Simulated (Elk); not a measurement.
# Magnetic state of Cobalt from several starts

Aim: find out whether Cobalt carries moments, and which collinear order costs least.

Main program and level: Elk 11.2.3 (patched build); PBE; all-electron APW+lo, Dirac cores, scalar-relativistic bands.

This is a report of a sequence of runs, with most program output left out.

## Step 1: The structure

Symmetry: P6_3/mmc, No. 194, hexagonal system. Conventional cell: a = 2.507 Å, b = 2.507 Å, c = 4.070 Å, α = 90.00°, β = 90.00°, γ = 120.00°. Co has 12 Co at 2.50 to 2.51 Å nearest.

Coordinates:

```cif
data_structure
_symmetry_space_group_name_H-M 'P 1'
_symmetry_Int_Tables_number 1
_cell_length_a 2.5074
_cell_length_b 2.5074
_cell_length_c 4.0699
_cell_angle_alpha 90.000
_cell_angle_beta 90.000
_cell_angle_gamma 120.000
_cell_volume 22.16
loop_
_atom_site_label
_atom_site_type_symbol
_atom_site_fract_x
_atom_site_fract_y
_atom_site_fract_z
_atom_site_occupancy
Co1 Co 0.33333 0.66667 0.25000 1
Co2 Co 0.66667 0.33333 0.75000 1
```

## Step 2: Order 1, typed as ferro ++

The parallel start comes first: it fits the smallest cell, keeps the most symmetry and shows whether parallel moments form.

The last three numbers of an atom's line are a seed field in its sphere. It points against the wanted moment and shrinks by the factor reducebf each loop.

Contents of elk.in:

```
tasks
  0

xctype
  20

rgkmax
  7.0

nempty
  14

swidth
  0.002

reducebf
  0.5

epsengy
  1e-05

maxscl
  100

lmaxi
  2

spinpol
  .true.

sppath
  './'

avec
  4.73829928489 0.00000000000 0.00000000000
  -2.36914964244 4.10348755135 0.00000000000
  0.00000000000 0.00000000000 7.69099635461

atoms
  1
  'Co.in'
  2
  0.3333333333 0.6666666667 0.2500000000   0.000000 0.000000 -0.060000
  0.6666666667 0.3333333333 0.7500000000   0.000000 0.000000 -0.060000

ngridk
  12 12 6
```

Started as:

```console
$ OMP_NUM_THREADS=2 elk
```

The job ended after 88 s (2 threads of Arm Neoverse V2, shared host; peak memory 0.12 GiB; 2.9 min of CPU time).

Numbers from this step:

| Item | Value |
| --- | --- |
| density of states at the Fermi level | 2.013 states/eV/cell |
| moment between the spheres | -0.1029 μB |
| magnetization | 3.352 μB |
| final state | ferromagnetic |
| largest moment | 1.727 μB |

After 16 cycles the largest moment stands at 1.73 μB.

## Step 3: Run 2 (antiferro +-)

Another pattern of signs weighs the neighbour shells otherwise.

Edit elk.in of step 2 so:

```diff
@@ -43,3 +43,3 @@
   0.3333333333 0.6666666667 0.2500000000   0.000000 0.000000 -0.060000
-  0.6666666667 0.3333333333 0.7500000000   0.000000 0.000000 -0.060000
+  0.6666666667 0.3333333333 0.7500000000   0.000000 0.000000 0.060000
```

Started as:

```console
$ OMP_NUM_THREADS=2 elk
```

Elapsed: 2 min, on 2 threads; peak memory 0.14 GiB.

This step gave:

```yaml
density_of_states_at_the_fermi_level: 4.946 states/eV/cell
moment_between_the_spheres: 0 μB
magnetization: 0 μB
final_state: antiferromagnetic
largest_moment: 1.058 μB
```

It lies 227 meV a seeded atom over the first start, and its largest moment is 1.06 μB against 1.73 μB.

## Step 4: Order 3, typed as antiferro q=(0,1/2,0) +-+-

The cell is doubled to 4 atoms to hold this order. Its mesh is chosen so that both cells sample the same points.

Contents of elk.in:

```
tasks
  0

xctype
  20

rgkmax
  7.0

nempty
  14

swidth
  0.002

reducebf
  0.5

epsengy
  1e-05

maxscl
  100

lmaxi
  2

spinpol
  .true.

sppath
  './'

avec
  4.73829928489 0.00000000000 0.00000000000
  -4.73829928489 8.20697510271 0.00000000000
  0.00000000000 0.00000000000 7.69099635461

atoms
  1
  'Co.in'
  4
  0.3333333333 0.3333333334 0.2500000000   0.000000 0.000000 -0.060000
  0.3333333333 0.8333333333 0.2500000000   0.000000 0.000000 0.060000
  0.6666666667 0.1666666666 0.7500000000   0.000000 0.000000 -0.060000
  0.6666666667 0.6666666666 0.7500000000   0.000000 0.000000 0.060000

ngridk
  12 6 6
```

Started as:

```console
$ OMP_NUM_THREADS=2 elk
```

The job ended after 11 min (2 threads; peak memory 0.25 GiB).

The run was cut off at its time limit.

It was cut off while still iterating. More time helps where the residual falls; where it has stalled, the mixing must change.

After 17 loops the RMS change of the potential stands at 2e-06 Ha, still falling.

## Step 5: Run 4 (antiferro q=(0,0,1/2) +-+-)

An opposed order shows whether the pairs that it reverses prefer unlike signs.

This order needs a doubled cell of 4 atoms. Its mesh is chosen so that both cells sample the same points.

Contents of elk.in:

```
tasks
  0

xctype
  20

rgkmax
  7.0

nempty
  14

swidth
  0.002

reducebf
  0.5

epsengy
  1e-05

maxscl
  100

lmaxi
  2

spinpol
  .true.

sppath
  './'

avec
  4.73829928489 0.00000000000 0.00000000000
  -2.36914964244 4.10348755135 0.00000000000
  0.00000000000 0.00000000000 15.38199270923

atoms
  1
  'Co.in'
  4
  0.3333333333 0.6666666667 0.1250000000   0.000000 0.000000 -0.060000
  0.3333333333 0.6666666667 0.6250000000   0.000000 0.000000 0.060000
  0.6666666667 0.3333333333 0.3750000000   0.000000 0.000000 -0.060000
  0.6666666667 0.3333333333 0.8750000000   0.000000 0.000000 0.060000

ngridk
  12 12 3
```

Started as:

```console
$ OMP_NUM_THREADS=2 elk
```

It took 5.4 min on 2 threads; peak memory 0.26 GiB; 11 min of CPU time.

Read from the output:

| Item | Value |
| --- | --- |
| density of states at the Fermi level | 4.036 states/eV/cell |
| moment between the spheres | 0 μB |
| magnetization | 0 μB |
| final state | antiferromagnetic |
| largest moment | 1.530 μB |

It lies 119 meV a seeded atom over the first start, and its largest moment is 1.53 μB against 1.73 μB.

## Step 6: Run 5 (no spin polarisation)

A run without seeds gives the energy of the state without moments.

Contents of elk.in:

```
tasks
  0

xctype
  20

rgkmax
  7.0

nempty
  14

swidth
  0.002

epsengy
  1e-05

maxscl
  100

lmaxi
  2

sppath
  './'

avec
  4.73829928489 0.00000000000 0.00000000000
  -2.36914964244 4.10348755135 0.00000000000
  0.00000000000 0.00000000000 7.69099635461

atoms
  1
  'Co.in'
  2
  0.3333333333 0.6666666667 0.2500000000   0.000000 0.000000 0.000000
  0.6666666667 0.3333333333 0.7500000000   0.000000 0.000000 0.000000

ngridk
  12 12 6
```

Started as:

```console
$ OMP_NUM_THREADS=2 elk
```

Elapsed: 12 s, on 2 threads; peak memory 0.06 GiB.

This step gave:

- density of states at the Fermi level: 6.206 states/eV/cell
- final state: non-magnetic (no spin polarisation)

It lies 241 meV a seeded atom over the first start.

## Step 7: Ranking

These are free energies at a smearing of 0.0544 eV, so its entropy term is in the differences. They are divided by the number of seeded atoms, so that cells of unlike size compare. Wavevectors q in the names are fractions of the reciprocal vectors of the first run's cell.

Orders:

```
                     start        final state  typed order kept  energy over the lowest (meV a seeded atom)  largest sphere moment (μB)  net moment (μB a primitive cell)  DOS at the Fermi level (states/eV a primitive cell)  mesh matched  CPU time (s)
                  ferro ++      ferromagnetic               yes                                           0                       1.727                             3.352                                                2.013           yes         174.2
              antiferro +-  antiferromagnetic               yes                                       226.9                       1.058                                 0                                                4.946           yes         240.9
antiferro q=(0,0,1/2) +-+-  antiferromagnetic               yes                                       119.2                        1.53                                 0                                                2.018           yes         640.5
      no spin polarisation       non-magnetic                 -                                       240.5                           0                                 0                                                6.206           yes         22.44
```

## Step 8: Results

```json
{"lowest state found": "ferromagnetic (typed ferro ++)", "largest site moment": "1.73 μB", "next state": "antiferromagnetic, 119 meV a seeded atom higher", "energy gained by spin polarisation": "241 meV a seeded atom"}
```

**Reading.** The lowest state found is ferromagnetic, reached from the start ferro ++, with moments up to 1.73 μB. The next state costs 119 meV a seeded atom. 1 start gave no converged result and is missing from the ranking; a lower order may hide there. This is the lowest of 4 finished starts, no proof of the ground state.

[Logs and program files are shortened in this print: banners, set-up blocks, solver, clock and traceback lines can be left out without a mark of their own.]

[Logs are printed without paths, hosts, clocks, repeated set-up lines and the standing remarks that a program may print on its own settings, such as how far it seeks lower states.]

[Hosts, paths, dates, database ids (printed as entryN), source tags and the programs' standing remarks are cut or masked in the printed files.]

[Where a cell is said to come from a database of computed structures, the database is the Materials Project.]
